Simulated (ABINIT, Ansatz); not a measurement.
# PbF2 (Fluorocronite): G0W0 with ABINIT, start to end

Wanted: ground state, empty states, screening and self-energy for PbF2 (Fluorocronite).

Program: ABINIT 10.8.3. Level of theory: LDA and many-body steps on it, plane waves. Results are calculated unless marked as measured.

Most raw output is cut from this account.

The database entry behind the starting cell differs from later determinations by our own check (0.1 to 0.3 % short, probably kX units), so it need not match the best structure at ambient conditions.

### 1. Starting point

Symmetry: Fm-3m, No. 225, cubic system. The conventional cell has a = 5.927 Å, b = 5.927 Å, c = 5.927 Å, α = 90.00°, β = 90.00°, γ = 90.00°. Pb has 8 F at 2.57 Å nearest. Nearest to F lie 4 Pb at 2.57 Å. Farther neighbours and most contacts between anions are not listed.

The cell and positions come from the Crystallography Open Database and are kept as given unless a step says otherwise. This is not the form that PbF2 usually takes at ambient conditions. Spin-orbit coupling is left out unless a step names it.

### 2. Ground state

This step: ABINIT 10.8.3; DFT, LDA, plane waves, norm-conserving pseudopotentials.

The ground-state density comes first.

run.abi reads:

```
acell 3*1.0 Angstrom
rprim 
  -0.000000000000 2.963660000000 2.963660000000
  2.963660000000 0.000000000000 2.963660000000
  2.963660000000 2.963660000000 -0.000000000000
ntypat 2
znucl 82 9
natom 3
typat 1 2 2
xred 
  0.000000000000 0.000000000000 0.000000000000
  0.250000000000 0.250000000000 0.250000000000
  0.750000000000 0.750000000000 0.750000000000
pp_dirpath "pseudos"
pseudos "Pb.upf, F.upf"
ecut 36
ngkpt 6 6 6
nshiftk 1
shiftk 0 0 0
kptopt 1
chksymbreak 0
nband 19
occopt 1
tolvrs 1e-10
nstep 60
prtwf 0
optforces 0
optstress 0
indata_prefix "in"
outdata_prefix "out"
tmpdata_prefix "tmp"
```

Run with:

```console
> OMP_NUM_THREADS=1 mpirun -n 4 abinit run.abi > log
```

Wall time 22 s (4 MPI ranks of Arm Neoverse N1, shared host); peak memory 0.33 GiB.

Numbers from this step:

```yaml
total_energy: -3251.7091 eV
gap: 4.286 eV
k_of_the_valence_top: -0.3333, 0.3333, 0.1667
k_of_the_conduction_bottom: 0.5, 0.5, 0
least_direct_gap: 4.425 eV
```

The gap is indirect, with the least direct gap 0.14 eV higher.

### 3. Bands along the symmetry lines

Levels along a band path, at the cheap level, show where the edges lie and whether the meshes to come will hold them.

run.abi reads:

```
acell 3*1.0 Angstrom
rprim 
  -0.000000000000 2.963660000000 2.963660000000
  2.963660000000 0.000000000000 2.963660000000
  2.963660000000 2.963660000000 -0.000000000000
ntypat 2
znucl 82 9
natom 3
typat 1 2 2
xred 
  0.000000000000 0.000000000000 0.000000000000
  0.250000000000 0.250000000000 0.250000000000
  0.750000000000 0.750000000000 0.750000000000
pp_dirpath "pseudos"
pseudos "Pb.upf, F.upf"
ecut 36
iscf -2
irdden 1
kptopt 0
nkpt 50
kpt 
  0.00000000 0.00000000 0.00000000
  0.06250000 0.00000000 0.06250000
  0.12500000 0.00000000 0.12500000
  0.18750000 0.00000000 0.18750000
  0.25000000 0.00000000 0.25000000
  0.31250000 0.00000000 0.31250000
  0.37500000 0.00000000 0.37500000
  0.43750000 0.00000000 0.43750000
  0.50000000 0.00000000 0.50000000
  0.51562500 0.03125000 0.51562500
  0.53125000 0.06250000 0.53125000
  0.54687500 0.09375000 0.54687500
  0.56250000 0.12500000 0.56250000
  0.57812500 0.15625000 0.57812500
  0.59375000 0.18750000 0.59375000
  0.60937500 0.21875000 0.60937500
  0.62500000 0.25000000 0.62500000
  0.37500000 0.37500000 0.75000000
  0.32812500 0.32812500 0.65625000
  0.28125000 0.28125000 0.56250000
  0.23437500 0.23437500 0.46875000
  0.18750000 0.18750000 0.37500000
  0.14062500 0.14062500 0.28125000
  0.09375000 0.09375000 0.18750000
  0.04687500 0.04687500 0.09375000
  0.00000000 0.00000000 0.00000000
  0.06250000 0.06250000 0.06250000
  0.12500000 0.12500000 0.12500000
  0.18750000 0.18750000 0.18750000
  0.25000000 0.25000000 0.25000000
  0.31250000 0.31250000 0.31250000
  0.37500000 0.37500000 0.37500000
  0.43750000 0.43750000 0.43750000
  0.50000000 0.50000000 0.50000000
  0.50000000 0.46875000 0.53125000
  0.50000000 0.43750000 0.56250000
  0.50000000 0.40625000 0.59375000
  0.50000000 0.37500000 0.62500000
  0.50000000 0.34375000 0.65625000
  0.50000000 0.31250000 0.68750000
  0.50000000 0.28125000 0.71875000
  0.50000000 0.25000000 0.75000000
  0.50000000 0.21875000 0.71875000
  0.50000000 0.18750000 0.68750000
  0.50000000 0.15625000 0.65625000
  0.50000000 0.12500000 0.62500000
  0.50000000 0.09375000 0.59375000
  0.50000000 0.06250000 0.56250000
  0.50000000 0.03125000 0.53125000
  0.50000000 0.00000000 0.50000000
istwfk *1
nband 21
nbdbuf 2
tolwfr 1e-08
nstep 40
prtwf 0
prtvol 0
indata_prefix "in"
outdata_prefix "out"
tmpdata_prefix "tmp"
```

The job ended after 32 s (4 MPI ranks; peak memory 0.33 GiB; 2.1 min of CPU time).

Numbers from this step:

```
gap                        : 4.267 eV
k of the valence top       : 0.5, 0.25, 0.75
k of the conduction bottom : 0.5, 0, 0.5
least direct gap           : 4.425 eV
```

The gap is 4.267 eV, −0.019 eV from the run before at this level.

The electronic bands at the labelled points (eV, zero at the top of the highest filled band):

| point | band 11 | band 12 | band 13 | band 14 | band 15 | band 16 | band 17 | band 18 |
| --- | --- | --- | --- | --- | --- | --- | --- | --- |
| Γ | -2.46 | -1.96 | -1.96 | -1.96 | 6.61 | 6.61 | 6.61 | 10.29 |
| halfway | -2.01 | -1.70 | -1.70 | -0.97 | 4.88 | 7.24 | 7.24 | 10.92 |
| X | -1.52 | -1.52 | -1.52 | -0.16 | 4.27 | 7.76 | 7.76 | 8.61 |
| halfway | -1.69 | -1.56 | -1.52 | -0.11 | 4.53 | 7.30 | 7.76 | 8.94 |
| U | -2.05 | -1.68 | -1.53 | -0.03 | 5.18 | 6.52 | 7.75 | 9.53 |
| jump to K | -2.05 | -1.68 | -1.53 | -0.03 | 5.18 | 6.52 | 7.75 | 9.53 |
| halfway | -2.45 | -2.20 | -1.69 | -0.62 | 5.24 | 6.93 | 7.22 | 12.22 |
| Γ | -2.46 | -1.96 | -1.96 | -1.96 | 6.61 | 6.61 | 6.61 | 10.29 |
| halfway | -2.57 | -2.04 | -2.04 | -0.83 | 5.33 | 7.06 | 7.06 | 12.54 |
| L | -2.68 | -2.13 | -2.13 | -0.02 | 4.87 | 7.53 | 7.53 | 12.94 |
| halfway | -2.69 | -1.76 | -1.75 | -0.03 | 5.30 | 6.62 | 7.59 | 10.65 |
| W | -2.68 | -1.58 | -1.46 | 0.00 | 5.92 | 5.92 | 7.31 | 9.88 |
| halfway | -1.91 | -1.56 | -1.48 | -0.08 | 4.77 | 7.16 | 7.47 | 9.25 |
| X | -1.52 | -1.52 | -1.52 | -0.16 | 4.27 | 7.76 | 7.76 | 8.61 |

### 4. Empty states on the mesh, 4×4×4 mesh, 66 bands

The sums over transitions need many empty states on a uniform mesh; this step solves for them.

run.abi reads:

```
acell 3*1.0 Angstrom
rprim 
  -0.000000000000 2.963660000000 2.963660000000
  2.963660000000 0.000000000000 2.963660000000
  2.963660000000 2.963660000000 -0.000000000000
ntypat 2
znucl 82 9
natom 3
typat 1 2 2
xred 
  0.000000000000 0.000000000000 0.000000000000
  0.250000000000 0.250000000000 0.250000000000
  0.750000000000 0.750000000000 0.750000000000
pp_dirpath "pseudos"
pseudos "Pb.upf, F.upf"
ecut 36
ngkpt 4 4 4
nshiftk 1
shiftk 0 0 0
kptopt 1
chksymbreak 0
iscf -2
irdden 1
istwfk *1
nband 66
nbdbuf 6
tolwfr 1e-09
nstep 60
prtvol 0
indata_prefix "in"
outdata_prefix "out"
tmpdata_prefix "tmp"
```

Elapsed: 23 s, on 4 MPI ranks; peak memory 0.3 GiB.

This step gave:

- gap: 4.267 eV
- k of the valence top: -0.25, 0.5, 0.25
- k of the conduction bottom: 0.5, 0.5, 0
- least direct gap: 4.425 eV
- k points computed: 8
- lowest point of the top converged band, above the valence top: 47.40 eV

On this mesh the gap is 4.267 eV.

### 5. Screening, 4×4×4 mesh, 60 bands, screening to 119.7 eV

The RPA dielectric matrix is built and inverted for each q.

This step: RPA screening on LDA, plane waves, norm-conserving pseudopotentials.

run.abi: that of step 4 with these lines changed.

```diff
@@ -21,10 +21,11 @@
 chksymbreak 0
-iscf -2
-irdden 1
 istwfk *1
-nband 66
-nbdbuf 6
-tolwfr 1e-09
-nstep 60
-prtvol 0
+occopt 1
+irdwfk 1
+optdriver 3
+nband 60
+ecuteps 4.4
+inclvkb 2
+awtr 1
+symchi 1
 indata_prefix "in"
```

Wall time 32 s (4 MPI ranks); peak memory 0.76 GiB; 2.1 min of CPU time.

Numbers from this step:

| Property | Result |
| --- | --- |
| ε∞ with local fields, on this mesh, along the program's q direction | 3.272 |
| the same without local fields | 3.890 |
| plasma frequency | 27.23 eV |
| plane waves in the screening matrix | 169 |

Local fields lower ε∞ by 16 %. On a Γ-centred mesh this coarse the value itself is usually too large, while a short band sum pulls it down.

### 6. Self-energy, 4×4×4 mesh, 60 bands, screening to 119.7 eV

The self-energy is evaluated for the states that the input lists, and the levels follow from it, in one-shot runs by the linearised quasiparticle equation.

This step: G0W0 on LDA, plane waves, norm-conserving pseudopotentials.

run.abi: that of step 5 with these lines changed.

```diff
@@ -24,8 +24,19 @@
 irdwfk 1
-optdriver 3
+optdriver 4
 nband 60
+gwcalctyp 0
+ecutsigx 36
+symsigma 1
+nkptgw 3
+kptgw 
+  -0.2500000000 0.5000000000 0.2500000000
+  0.5000000000 0.5000000000 0.0000000000
+  0.0000000000 0.0000000000 0.0000000000
+bdgw 
+  13 16
+  13 17
+  12 17
 ecuteps 4.4
-inclvkb 2
-awtr 1
-symchi 1
+irdscr 1
+ppmodel 1
 indata_prefix "in"
```

It took 13 s on 4 MPI ranks; peak memory 0.78 GiB; 53 s of CPU time.

This step gave:

```yaml
g0w0_gap_on_the_points_computed: 6.390 eV
starting_gap_on_the_mesh: 4.267 eV
k_of_the_valence_top: -0.25, 0.5, 0.25
k_of_the_conduction_bottom: 0.5, 0.5, 0
z_at_the_valence_top: 0.798
z_at_the_conduction_bottom: 0.858
least_direct_g0w0_gap_on_the_computed_points: 6.564 eV
```

The gap on the mesh goes from 4.27 eV to 6.39 eV, a correction of +2.12 eV.

Limits: finite bands, cutoff and mesh; exchange with frozen shells missing; no spin-orbit coupling; coarse k mesh. v1 is the top filled band, c1 the lowest empty one. The levels before and after the correction (eV, zero at the valence-band top of each column):

|  | conduction bottom | valence top |
| --- | --- | --- |
| Kohn-Sham | 4.27 | 0.00 |
| G0W0 | 6.39 | 0.00 |

|  | level | energy (eV) |
| --- | --- | --- |
| Kohn-Sham | (-0.25 0.5 0.25) v2 | -1.461 |
| Kohn-Sham | (-0.25 0.5 0.25) v1 | 0.000 |
| Kohn-Sham | (-0.25 0.5 0.25) c1-c2 | 5.924 |
| Kohn-Sham | (0.5 0.5 0) v2 | -1.519 |
| Kohn-Sham | (0.5 0.5 0) v1 | -0.158 |
| Kohn-Sham | (0.5 0.5 0) c1 | 4.267 |
| Kohn-Sham | (0.5 0.5 0) c2-c3 | 7.763 |
| G0W0 | (-0.25 0.5 0.25) v2 | -1.448 |
| G0W0 | (-0.25 0.5 0.25) v1 | 0.000 |
| G0W0 | (-0.25 0.5 0.25) c1-c2 | 8.265 |
| G0W0 | (0.5 0.5 0) v2 | -1.542 |
| G0W0 | (0.5 0.5 0) v1 | -0.174 |
| G0W0 | (0.5 0.5 0) c1 | 6.390 |
| G0W0 | (0.5 0.5 0) c2-c3 | 10.322 |

### 7. Where the time went

Times are wall times on 4 MPI ranks of Arm Neoverse N1, shared host, good to a factor of about two.

| step | time | share | memory (GiB) |
| --- | --- | --- | --- |
| ground state | 22 s | 18 % | 0.33 |
| bands along the symmetry lines | 32 s | 26 % | 0.33 |
| empty states on the mesh | 23 s | 19 % | 0.3 |
| screening | 32 s | 26 % | 0.76 |
| self-energy | 13 s | 11 % | 0.78 |

### 8. Outcome

| Property | Result |
| --- | --- |
| LDA gap | 4.27 eV, indirect |
| G0W0 gap on the mesh | 6.39 eV |
| GW settings | 4×4×4 mesh, 60 bands, screening to 119.7 eV, Godby-Needs plasmon pole |
| known limits | not at the basis limit; exchange with frozen shells missing; no spin-orbit coupling; coarse k mesh |

What this shows: G0W0 moves the gap on the mesh from 4.27 eV to 6.39 eV (+2.12 eV), with Z of 0.80 and 0.86 at the edges. Local fields lower the RPA ε∞ on this mesh from 3.89 to 3.27; a Γ-centred mesh this coarse tends to raise both, most where the direct gap is narrow, while a short band sum lowers them. Only 3 of the mesh's irreducible points were corrected, so a valley elsewhere could overtake. Bands and cutoff are finite, so the gap is not at the basis limit. The miss can reach some tenths of an eV and take either sign; the mesh is an error of its own. In the G0W0 run levels were corrected at 3 k points alone, so a gap called «on the mesh» is the least over those, and an edge elsewhere would be missed. The 4×4×4 mesh is coarse for this cell, which bears on the long-range parts of exchange and screening. Where an edge is built on 6p states of lead, bismuth or thallium, scalar-relativistic gaps usually stand too wide, by a few tenths to over one eV. The norm-conserving file of at least one element keeps a d shell over frozen s and p shells of the same row. Exchange with those shells is missing from the self-energy, an error of 0.3 to 0.9 eV in cases checked, whose sign depends on which edge lies on those atoms. The many-body steps are scalar-relativistic: spin-orbit coupling is not in them.

[Paths, hosts, dates, memory and timing lines, banners, echoed tables and standing remarks are left out of the program output.]

[Logs are printed without paths, hosts, clocks, repeated set-up lines and the standing remarks that a program may print on its own settings, such as how far it seeks lower states.]

[Runs of the session that timed out or met a known fault of the program may be left out.]

[Hosts, paths, dates, database ids (printed as entryN), source tags and the programs' standing remarks are cut or masked in the printed files.]

[G0W0 gaps are taken among the corrected bands and points alone; a level outside them can change the order at an edge.]

[Where Ansatz stands beside ABINIT at settings called matched, ABINIT's density can come from a denser mesh and the files from another edition; pairs whose starting gaps differed by over 0.03 eV were left out, so agreement reads better than it is.]
